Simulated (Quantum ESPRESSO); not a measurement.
**GaSb (F-43m): optical modes of a strained layer**

Aim: strain and stress coefficients of the optical modes of GaSb (F-43m) under biaxial strain in the (001) plane.

Method: DFT LDA, scalar-relativistic, plane waves, GBRV ultrasoft pseudopotentials, in Quantum ESPRESSO 7.5.

The database entry behind the starting cell differs from later determinations by our own check (about 0.4 % long), so it need not match the best structure at ambient conditions.

**1. Set-up**

Symmetry: F-43m, No. 216, cubic system. The conventional cell has a = 6.047 Å, b = 6.047 Å, c = 6.047 Å, α = 90.00°, β = 90.00°, γ = 90.00°. Nearest to Ga lie 4 Sb at 2.62 Å. Nearest to Sb lie 4 Ga at 2.62 Å. Farther neighbours are not listed.

Structure file:

```
CELL_PARAMETERS angstrom
-3.02365 0.00000 3.02365
0.00000 3.02365 3.02365
-3.02365 3.02365 0.00000
ATOMIC_POSITIONS crystal
Ga 0.00000 0.00000 0.00000
Sb 0.25000 0.25000 0.25000
```

This is the cell after its relaxation at this level of theory, not the database cell from which that began.

**2. Strained cells**

The in-plane lattice vectors are held at a strain ε, as on a substrate; the length along z is set so that σ_zz vanishes; symmetry keeps the atoms on their sites. Modes are taken without the LO-TO term. Cutoff 50 Ry, k mesh 8×8×8 with shifts.

From the response at ε = -0.02:

Output:

```text
[banners, grids, parts of the stress and lines that vanish by symmetry left out]
Program PHONON v.7.5
     Reading xml data from directory:

[...]
Exchange-correlation= PZ
                           (   1   1   0   0   0   0   0)
[...]
kinetic-energy cut-off    =      50.0000  Ry
     charge density cut-off    =     400.0000  Ry
     convergence threshold     =      1.0E-18
[...]
Exchange-correlation= PZ
                           (   1   1   0   0   0   0   0)
[...]
q = (   0.0000000   0.0000000   0.0000000 )
      9 Sym.Ops. (with q -> -q+G )
     G cutoff =  660.3357  (  49225 G-vectors)     FFT grid: ( 54, 54, 54)
     G cutoff =  330.1679  (  17419 G-vectors)  smooth grid: ( 40, 40, 36)
     number of k points=   144
[...]
Mode symmetry, D_2d (-42m) point group:
[...]
Dielectric constant
[...]
End of electric fields calculation
          Dielectric constant in cartesian axis
          (      18.331284287       0.000000000       0.000000000 )
          (       0.000000000      18.331284287       0.000000000 )
          (       0.000000000       0.000000000      18.064640976 )
          Effective charges (d Force / dE) in cartesian axis without acoustic sum rule applied (asr)
           atom    1  Ga    Mean Z*:        1.61088
      Ex  (        1.54774        0.00000       -0.00000 )
      Ey  (       -0.00000        1.54774        0.00000 )
      Ez  (       -0.00000        0.00000        1.73716 )
           atom    2  Sb    Mean Z*:       -1.62187
      Ex  (       -1.55971       -0.00000       -0.00000 )
      Ey  (       -0.00000       -1.55971       -0.00000 )
      Ez  (       -0.00000       -0.00000       -1.74618 )
          Effective charges Sum: Mean:       -0.01099
[...]
Effective charges (d Force / dE) in cartesian axis with asr applied:
           atom    1  Ga    Mean Z*:        1.61637
[...]
atom    2  Sb    Mean Z*:       -1.61637
[...]
Representation #   1 mode #   1
[...]
End of self-consistent calculation
     Convergence has been achieved
     Representation #   2 mode #   2
[...]
End of self-consistent calculation
     Convergence has been achieved
     Representation #   3 modes #   3   4
[...]
End of self-consistent calculation
     Convergence has been achieved
     Representation #   4 modes #   5   6
[...]
End of self-consistent calculation
     Convergence has been achieved
[...]
Dielectric constant in cartesian axis
          (      18.331284287       0.000000000       0.000000000 )
          (       0.000000000      18.331284287       0.000000000 )
          (       0.000000000       0.000000000      18.064640976 )
          Effective charges (d Force / dE) in cartesian axis without acoustic sum rule applied (asr)
           atom    1  Ga    Mean Z*:        1.61088
      Ex  (        1.54774        0.00000       -0.00000 )
      Ey  (       -0.00000        1.54774        0.00000 )
      Ez  (       -0.00000        0.00000        1.73716 )
           atom    2  Sb    Mean Z*:       -1.62187
      Ex  (       -1.55971       -0.00000       -0.00000 )
      Ey  (       -0.00000       -1.55971       -0.00000 )
      Ez  (       -0.00000       -0.00000       -1.74618 )
          Effective charges Sum: Mean:       -0.01099
[...]
Effective charges (d Force / dE) in cartesian axis with asr applied:
           atom    1  Ga    Mean Z*:        1.61637
[...]
atom    2  Sb    Mean Z*:       -1.61637
[...]
q = (    0.000000000   0.000000000   0.000000000 )
[...]
freq (    1) =      -0.219738 [THz] =      -7.329659 [cm-1]
     freq (    2) =      -0.218448 [THz] =      -7.286627 [cm-1]
     freq (    3) =      -0.218448 [THz] =      -7.286627 [cm-1]
     freq (    4) =       6.949742 [THz] =     231.818447 [cm-1]
     freq (    5) =       6.949742 [THz] =     231.818447 [cm-1]
     freq (    6) =       7.023146 [THz] =     234.266926 [cm-1]
[...]
Mode symmetry, D_2d (-42m) point group:
     freq (   1-   1) =         -7.3  [cm-1]   --> B_2  X_3  W_2   I+R
     freq (   2-   3) =         -7.3  [cm-1]   --> E    X_5  W_3   I+R
     freq (   4-   5) =        231.8  [cm-1]   --> E    X_5  W_3   I+R
     freq (   6-   6) =        234.3  [cm-1]   --> B_2  X_3  W_2   I+R

   JOB DONE.
```

The run at ε = -0.01 is held back.

```
    ε     ε_zz  σ_xx (GPa, tension positive)  singlet (cm⁻¹)  doublet (cm⁻¹)
-0.02   0.0177                         -1.90          234.27          231.82
-0.01   0.0086                         -0.89       held back       held back
    0   0.0000                          0.07          226.57          226.57
 0.01  -0.0103                          0.91          223.17          224.10
 0.02  -0.0197                          1.71          219.51          221.06
 0.03  -0.0295                          2.44          215.92          217.92
```

**3. The fit**

Parabolas ω = ω₀ + a ε + b ε² through the other rows:

```
   mode  ω₀ (cm⁻¹)  a (cm⁻¹)  b (cm⁻¹)
singlet      226.7      -369       365
doublet      226.7      -269      -781
```

The biaxial modulus, the linear term of σ_xx, is 90 GPa, so the singlet mode moves by a/M = -4.1 cm⁻¹ a GPa of tensile stress. The ratio −ε_zz/ε near zero is 0.94. For ε = -0.01 the fits predict 230.44 and 229.33 cm⁻¹.

**4. The run that was held back**

Output:

```text
[banners, grids, parts of the stress and lines that vanish by symmetry left out]
[banner, memory and clock lines left out]
Program PHONON v.7.5

[...]
Exchange-correlation= PZ
                           (   1   1   0   0   0   0   0)
[...]
kinetic-energy cut-off    =      50.0000  Ry
     charge density cut-off    =     400.0000  Ry
     convergence threshold     =      1.0E-18
[...]
Exchange-correlation= PZ
                           (   1   1   0   0   0   0   0)
[...]
q = (   0.0000000   0.0000000   0.0000000 )
      9 Sym.Ops. (with q -> -q+G )
     G cutoff =  660.7398  (  49829 G-vectors)     FFT grid: ( 54, 54, 54)
     G cutoff =  330.3699  (  17613 G-vectors)  smooth grid: ( 40, 40, 40)
     number of k points=   144
[...]
Mode symmetry, D_2d (-42m) point group:
[...]
Dielectric constant
[...]
End of electric fields calculation
          Dielectric constant in cartesian axis
          (      18.593922017       0.000000000       0.000000000 )
          (       0.000000000      18.593922017       0.000000000 )
          (       0.000000000       0.000000000      18.457209321 )
          Effective charges (d Force / dE) in cartesian axis without acoustic sum rule applied (asr)
           atom    1  Ga    Mean Z*:        1.63742
      Ex  (        1.60562       -0.00000        0.00000 )
      Ey  (        0.00000        1.60562        0.00000 )
      Ez  (        0.00000       -0.00000        1.70103 )
           atom    2  Sb    Mean Z*:       -1.64902
      Ex  (       -1.61755        0.00000       -0.00000 )
      Ey  (        0.00000       -1.61755       -0.00000 )
[...]
Convergence has been achieved
     Representation #   4 modes #   5   6
[...]
End of self-consistent calculation
     Convergence has been achieved
[...]
Dielectric constant in cartesian axis
          (      18.593922017       0.000000000       0.000000000 )
          (       0.000000000      18.593922017       0.000000000 )
          (       0.000000000       0.000000000      18.457209321 )
          Effective charges (d Force / dE) in cartesian axis without acoustic sum rule applied (asr)
           atom    1  Ga    Mean Z*:        1.63742
      Ex  (        1.60562       -0.00000        0.00000 )
      Ey  (        0.00000        1.60562        0.00000 )
      Ez  (        0.00000       -0.00000        1.70103 )
           atom    2  Sb    Mean Z*:       -1.64902
      Ex  (       -1.61755        0.00000       -0.00000 )
      Ey  (        0.00000       -1.61755       -0.00000 )
      Ez  (       -0.00000       -0.00000       -1.71196 )
          Effective charges Sum: Mean:       -0.01160
[...]
Effective charges (d Force / dE) in cartesian axis with asr applied:
           atom    1  Ga    Mean Z*:        1.64322
[...]
atom    2  Sb    Mean Z*:       -1.64322
[...]
q = (    0.000000000   0.000000000   0.000000000 )
[...]
freq (    1) =      -0.217770 [THz] =      -7.264010 [cm-1]
     freq (    2) =      -0.217770 [THz] =      -7.264010 [cm-1]
     freq (    3) =      -0.215367 [THz] =      -7.183883 [cm-1]
     freq (    4) =       6.876408 [THz] =     229.372288 [cm-1]
     freq (    5) =       6.876408 [THz] =     229.372288 [cm-1]
     freq (    6) =       6.909216 [THz] =     230.466628 [cm-1]
[...]
Mode symmetry, D_2d (-42m) point group:
     freq (   1-   2) =         -7.3  [cm-1]   --> E    X_5  W_3   I+R
     freq (   3-   3) =         -7.2  [cm-1]   --> B_2  X_3  W_2   I+R
     freq (   4-   5) =        229.4  [cm-1]   --> E    X_5  W_3   I+R
     freq (   6-   6) =        230.5  [cm-1]   --> B_2  X_3  W_2   I+R
```

It gives 230.47 and 229.37 cm⁻¹.

**5. Results**

```json
{
 "strain coefficient of the singlet mode": "-369 cm⁻¹",
 "strain coefficient of the doublet mode": "-269 cm⁻¹",
 "biaxial modulus": "90.4 GPa"
}
```

In words: One per cent of tensile strain moves the singlet mode of GaSb (F-43m) by -3.7 cm⁻¹ and the doublet mode by -2.7 cm⁻¹; the fits miss the run held back by up to 0.04 cm⁻¹. At 3 % strain the quadratic term is 3 % of the linear one for the singlet mode and 9 % for the doublet mode. Runs of the series that gave no result are left out: biax-0.03-ph (refused). In a polar crystal the line seen along z is the LO mode, whose shift differs. These are harmonic values at zero temperature, without the LO-TO term, for a homogeneous, dislocation-free layer.

[Host names and launcher messages were left out of these logs when they were recorded.]

[Logs are printed without paths, hosts, clocks, repeated set-up lines and the standing remarks that a program may print on its own settings, such as how far it seeks lower states.]

[Hosts, paths, dates, database ids (printed as entryN), source tags and the programs' standing remarks are cut or masked in the printed files.]
